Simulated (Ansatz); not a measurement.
Planning a run of Ansatz 0.2.0 on La2O3 (P-3m1). The input:

```yaml
crystal:
  lattice:
    - [3.930777878, 0.0, 0.0]
    - [-1.965388939, 3.404153499, 0.0]
    - [0.0, 0.0, 6.11195352]
  atoms:
    - { symbol: La, position: [0.66666667, 0.33333333, 0.75376432] }
    - { symbol: La, position: [0.33333333, 0.66666667, 0.24623568] }
    - { symbol: O, position: [0.66666667, 0.33333333, 0.35410935] }
    - { symbol: O, position: [0.33333333, 0.66666667, 0.64589065] }
    - { symbol: O, position: [0.0, 0.0, 0.0] }
kpoints:
  mp_grid: { grid: [6, 6, 2] }
hamiltonian:
  xc: pbe
  pseudopotentials: { kind: paw, source: ansatz }
scf:
  occupations: { method: fixed }
gw:
  n_empty_bands: 185
  ecut_chi: 100
  qp_bands: [v2, c2]
  qp_kpoints: band_edges
  screening: { model: contour_deformation }
```

```sh
ansatz run input.yaml --threads 2 --pin off --max-ram 92160MiB --backend cuda --events-out ev --progress --plain --runs-dir out --devices 1 --max-vram 13GiB
```

Q: Estimate wall time and host memory on 1 × NVIDIA H100 80GB HBM3 (shared by 6 runs) with 2 threads of AMD EPYC 7R13 (Zen 3), shared host.

It took 20 s; on shared hardware allow 10 s to 40 s. Peak host memory was 1.4 GiB. The sizes that set the cost: 5203 plane waves a state, 14 irreducible k points, 205 bands summed, 183 plane waves in the screening and 10 SCF cycles.

The screening grows as filled bands × empty bands × pairs of k points, times the square of the screening basis for the matrix.

[Paths, hosts, dates, memory and timing lines, banners, echoed tables and standing remarks are left out of the program output.]

[Logs are printed without paths, hosts, clocks, repeated set-up lines and the standing remarks that a program may print on its own settings, such as how far it seeks lower states.]

[Runs of the session that timed out or met a known fault of the program may be left out.]

[Cells called generated may have been cut or substituted from an entry of the Crystallography Open Database or the Materials Project.]

[Hosts, paths, dates, database ids (printed as entryN), source tags and the programs' standing remarks are cut or masked in the printed files.]
